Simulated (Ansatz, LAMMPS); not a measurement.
# Squeezing and shearing a frame of amorphous poly(p-phenylene) (as short chains C38H30) from 300 K (136 atoms): runs compared

Aim: relax a frame of amorphous poly(p-phenylene) (as short chains C38H30) from 300 K (136 atoms), then change its volume and shape to read moduli from the stress.

Computed with Ansatz 0.2.0: Kohn-Sham DFT, PBE+D3(BJ), PAW (set soft_2), plane waves.

## 1. The cell as built

The cell holds 136 atoms: 76 C and 60 H. Its edges and angles: a = 11.044 Å, b = 11.044 Å, c = 11.044 Å, α = 90.0°, β = 90.0°, γ = 90.0°. 2 poly(p-phenylene) chains of 6 units with methyl end groups placed at random, at 1.2 g/cm³; overlaps pushed apart, then 20 ps at 800 K with MMFF94 bonds, angles, torsions, charges and radii (Halgren, J. Comput. Chem. 17, 490 (1996)) in harmonic and 12-6 forms. Snapshot after 30 ps at 300 K and fixed volume.

Limits known from the start: The network of contacts between molecules at the start is that of the classical potential that made the cell, and needn't be the one that DFT or experiment would give. The Brillouin zone is sampled at Γ only.

## 2. The reference run

The reference is a single point at the end of the relaxation.

Every strained cell starts from the geometry of this run, and its atoms are relaxed with the cell held.

Its input, with most atom lines left out:

```yaml
crystal:
  lattice:
    - [11.57075, -0.12148, -0.10877]
    - [-0.12148, 10.43371, -0.08235]
    - [-0.10877, -0.08235, 11.1851]
  atoms:
    - { symbol: C, position: [0.42116, 0.7841, 0.82252] }
    - { symbol: C, position: [0.3432, 0.89412, 0.84713] }
    - { symbol: C, position: [0.28603, 0.9047, 0.95612] }
    - { symbol: C, position: [0.21299, 0.00579, 0.97946] }
    - { symbol: C, position: [0.19394, 0.10143, 0.89438] }
    - { symbol: C, position: [0.2516, 0.09076, 0.78545] }
    - { symbol: C, position: [0.3244, 0.98931, 0.76243] }
    [... atom lines 8 to 136 left out ...]
kpoints:
  mp_grid: { grid: [1, 1, 1] }
hamiltonian:
  xc: pbe
  dispersion: d3bj
scf:
  occupations: { method: fixed }
output:
  forces: true
  stress: true
  populations: true
  dos:
    method: { smearing: { sigma: 0.15 } }
    de: 0.1
    projected: { site_lists: { C: [C], H: [H] } }
  eigenvalues: true
  write_density: true
  write_potential: true
  volumetric_format: npy
```

| Quantity | Value |
| --- | --- |
| free energy per atom | -147.3247 eV/atom |
| r.m.s. force component | 0.00231 eV/Å |
| pressure | 0.004469 GPa |

Filled and empty levels are parted by 2.68 eV (at Γ alone); a semilocal functional tends to put such gaps too low. It is the spacing of short capped chains, not of the long polymer. In a disordered cell it changes from sample to sample, and tail or defect levels can set it.

## 3. The runs

Each row is one run, on 4 threads of Intel Xeon Platinum 8559C (Emerald Rapids), shared host. The free energy is the program's total, comparable only between runs with the same functional, potentials and atoms.

| run | atoms | outcome | ionic steps, all passes | free energy (eV) | time | host memory (GiB) |
| --- | --- | --- | --- | --- | --- | --- |
| Single point at the start | 136 | converged | - | -20030.558 | 4.8 s | 1.4 |
| Cell and atoms relaxed | 136 | converged | 32 | -20036.162 | 2.4 min | 1.4 |
| Single point at the relaxed geometry | 136 | converged | - | -20036.162 | 10 s | 1.5 |
| Volume -3 % | 136 | converged | 5 | -20036.125 | 34 s | 1.5 |
| Volume +3 % | 136 | converged | 3 | -20036.130 | 24 s | 1.6 |
| Volume -6 % | 136 | converged | 5 | -20035.998 | 36 s | 1.5 |
| Volume +6 % | 136 | converged | 5 | -20036.052 | 35 s | 1.6 |
| Volume -10 % | 136 | converged | 8 | -20035.641 | 57 s | 1.4 |
| Stretched by 1 % along x | 136 | converged | 4 | -20036.159 | 32 s | 1.6 |
| Compressed by 1 % along x | 136 | converged | 4 | -20036.151 | 30 s | 1.6 |
| Sheared by 2 % in xy | 136 | converged | 4 | -20036.154 | 32 s | 1.6 |

In some runs the program notes that the exchange-correlation potential is rough where the density is thin and the SCF threshold is loose for the stress.

## 4. Pressure against volume

Atoms are relaxed at each volume, in the scaled cell.

| volume change (%) | volume (Å³/atom) | energy change (meV/atom) | pressure (GPa) | largest move on relaxing (Å) | bonds | gap (eV) |
| --- | --- | --- | --- | --- | --- | --- |
| -10 | 8.934 | 3.83 | 1.48 | 0.52 | 146 | 2.54 |
| -6 | 9.331 | 1.21 | 0.56 | 0.29 | 146 | 2.61 |
| -3 | 9.628 | 0.27 | 0.29 | 0.14 | 146 | 2.66 |
| +0 | 9.926 | 0.00 | 0.00 | - | 146 | 2.68 |
| +3 | 10.224 | 0.23 | -0.19 | 0.13 | 146 | 2.70 |
| +6 | 10.522 | 0.80 | -0.27 | 0.26 | 146 | 2.70 |

## 5. Uniaxial strain and shear

Stress (GPa, compression positive) less that of the relaxed cell, atoms relaxed:

| strain | xx | yy | zz | xy | energy change (meV/atom) |
| --- | --- | --- | --- | --- | --- |
| stretched by 1 % along x | -0.153 | -0.112 | -0.038 | 0.056 | 0.02 |
| compressed by 1 % along x | 0.153 | 0.111 | 0.048 | -0.039 | 0.08 |
| sheared by 2 % in xy | 0.091 | 0.066 | 0.005 | -0.099 | 0.06 |

## 6. Findings

The bulk modulus, from the slope of pressure against ln V over the three points nearest the relaxed volume, is 7.94 GPa; between neighbouring points the slope runs 21, 8.7, 9.2, 6.6 and 2.6 GPa from the smallest volume up, without a steady fall, so no pressure derivative is given. At -10 % some atom moved by over 0.5 Å on relaxing, so that point may sit in another local minimum. The gap goes from 2.54 eV at the smallest volume to 2.70 eV at the largest, +1.0 eV per unit of ln V by a straight line, not monotonically (lowest 2.54, highest 2.70 eV), on the run's k-points. In the Cartesian axes of the cell, finite differences give C11 = 15.3, C12 = 11.1, C13 = 4.34 and C66 = 4.93 GPa (the shear of 2 % is the engineering strain, εxy = 0.01). The mean of C11, C12 and C13, which equals the bulk modulus in a cubic or isotropic solid, is 10.3 GPa: it lies 29 % over the bulk modulus from the volumes. For an isotropic solid C66 would equal (C11 − C12)/2 = 2.09 GPa; so small a sample needn't be isotropic, and C66 rests on one shear. The two differ too much for isotropic moduli to be formed.

**Limits.** Strains are finite and relaxations stop at the force tolerance of the input, which can leave moduli too stiff; they are those of a static cell at zero temperature. Volumes are changed with the cell's shape held, so in an anisotropic solid the modulus lies over the one under free hydrostatic load. The program notes that the SCF threshold of the relaxations is loose for the stress.

The DFT runs together took 7.3 min of wall time.

[Logs are printed without paths, hosts, clocks, repeated set-up lines and the standing remarks that a program may print on its own settings, such as how far it seeks lower states.]

[Hosts, paths, dates, database ids (printed as entryN), source tags and the programs' standing remarks are cut or masked in the printed files.]

[The MMFF94 radii named for the starting cell were scaled by 0.96; in molecules described by MMFF94, hydrogen bound to N, O or S took a small fixed 12-6 site in their place.]
